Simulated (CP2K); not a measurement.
Consider 3-ethynylfuran at its PBE geometry (Å).

```xyz
11

C     2.8265   -0.2139   -0.4307
C     1.6335   -0.0661   -0.2522
C     0.2411    0.0840   -0.0422
C    -0.7295   -0.9647    0.1750
C    -1.9341   -0.3491    0.3252
O    -1.7960    1.0189    0.2189
C    -0.4684    1.2636   -0.0053
H     3.8761   -0.3406   -0.5916
H    -0.5276   -2.0288    0.2113
H    -2.9407   -0.7050    0.5061
H    -0.1812    2.3018   -0.1145
```

Method: CP2K XAS_TDP, all-electron GAPW, PBEh(45%), aug-cc-pVDZ, TDA, no relativity.

Q: Where do the C K-edge lines lie, and how strong are they?

Leading lines: C1 281.75 eV, C2 282.02 eV, C3 282.33 eV, C4 282.01 eV, C5 282.77 eV and C7 282.45 eV. The leading line of an atom is its first one with 35 % of the strongest within 2.5 eV of its lowest line over the strength cut. 

The first six lines of each atom with a strength over 0.0015:

```tsv
atom	energy (eV)	states	strength, one atom
C1 (bonded to C and H)	281.75	1	0.0428
	282.01	1	0.0489
	284.37	1	0.0055
	285.01	1	0.0049
	285.42	1	0.0025
	285.87	1	0.0077
C2 (bonded to 2 C)	282.02	1	0.0378
	282.22	1	0.0510
	284.85	1	0.0081
	286.41	1	0.0085
	286.92	1	0.0026
	287.54	1	0.0027
C3 (bonded to 3 C)	282.33	1	0.0374
	284.82	1	0.0020
	285.08	1	0.0020
	286.30	1	0.0166
	286.65	2	0.0029
	286.89	1	0.0019
C4 (bonded to 2 C and H)	282.01	1	0.0494
	283.68	1	0.0028
	284.56	1	0.0102
	285.32	1	0.0099
	285.54	1	0.0023
	286.03	1	0.0021
C5 (bonded to C, O and H)	282.77	1	0.0536
	285.68	1	0.0018
	285.72	1	0.0175
	286.41	1	0.0200
	286.81	1	0.0027
	287.11	1	0.0033
C7 (bonded to C, O and H)	282.45	1	0.0537
	286.00	1	0.0167
	286.67	1	0.0115
	286.96	1	0.0050
	287.11	1	0.0060
	287.33	1	0.0046
```

Lines are vertical, at one geometry, with no vibrational structure. Without a correction of the core level, line positions, and the gaps between valence and Rydberg lines, follow the share of exact exchange. At this level such K lines come out 3 to 6 eV under measured ones. These values hold no scalar relativity, about 0.1 eV for C 1s. Rydberg lines, and the discretised continuum above threshold, depend on the basis and the box.

[Banner, clock and machine lines of the logs are left out without a mark of their own.]

[Logs are printed without paths, hosts, clocks, repeated set-up lines and the standing remarks that a program may print on its own settings, such as how far it seeks lower states.]

[Hosts, paths, dates, database ids (printed as entryN), source tags and the programs' standing remarks are cut or masked in the printed files.]
